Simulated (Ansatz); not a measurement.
## Hf (hcp): which axis gives way under pressure?

Cell and atoms of hcp Hf are relaxed at set pressures, to see how each axis shrinks. The phase is followed to these pressures whether or not it stays the stable one.

Calculated with Ansatz 0.2.0, PBEsol, PAW files of the set soft_1, cutoff 600 eV, Fermi–Dirac smearing 0.05 eV, k-mesh 16×16×9, no spin polarisation, no spin-orbit coupling.

Reference cell, relaxed at zero pressure with PBEsol (P6_3/mmc): a = 3.1586 Å, b = 3.1586 Å, c = 4.9985 Å, α = 90.00°, β = 90.00°, γ = 120.00°.

```csv
atom,x,y,z
Hf,0.3333,0.6667,0.7500
Hf,0.6667,0.3333,0.2500
```

| P (GPa) | a (Å) | c (Å) | c/a |
| --- | --- | --- | --- |
| −4.01 | 3.1999 | 5.0583 | 1.5808 |
| 0.01 | 3.1586 | 4.9985 | 1.5825 |
| 10.00 | 3.0747 | 4.8827 | 1.5880 |
| 14.99 | 3.0396 | 4.8371 | 1.5914 |
| 20.00 | 3.0074 | 4.7976 | 1.5953 |
| 30.00 | 2.9504 | 4.7325 | 1.6040 |

**Question.** Give the linear compressibility of each axis at zero pressure, and the edges at 5.00 GPa, a row left out above.

Least squares with l = l0 + l1 P + l2 P² gives for a: l0 = 3.1604 Å, l1 = −9.205e−3 Å/GPa, l2 = 7.43e−5 Å/GPa², so β = −l1/l0 = 2.913 × 10⁻³ GPa⁻¹ and the withheld edge is 3.1162 Å. The run itself gives 3.1141 Å, so the estimate misses by 0.0021 Å; the fitted rows themselves lie up to 0.0017 Å off the law.

Least squares with l = l0 + l1 P + l2 P² gives for c: l0 = 5.0013 Å, l1 = −1.308e−2 Å/GPa, l2 = 1.39e−4 Å/GPa², so β = −l1/l0 = 2.615 × 10⁻³ GPa⁻¹ and the withheld edge is 4.9394 Å. The run itself gives 4.9355 Å, so the estimate misses by 0.0039 Å, more than the largest misfit of the fitted rows (0.0027 Å).

The compressibilities add to the volume compressibility, 2β_a + β_c = 8.441 × 10⁻³ GPa⁻¹, or B0 ≈ 118 GPa; a parabola over so wide a range errs a few per cent to the stiff side. The a axis is the softest, 1.1 times as compressible as c.

[Logs are printed without paths, hosts, clocks, repeated set-up lines and the standing remarks that a program may print on its own settings, such as how far it seeks lower states.]
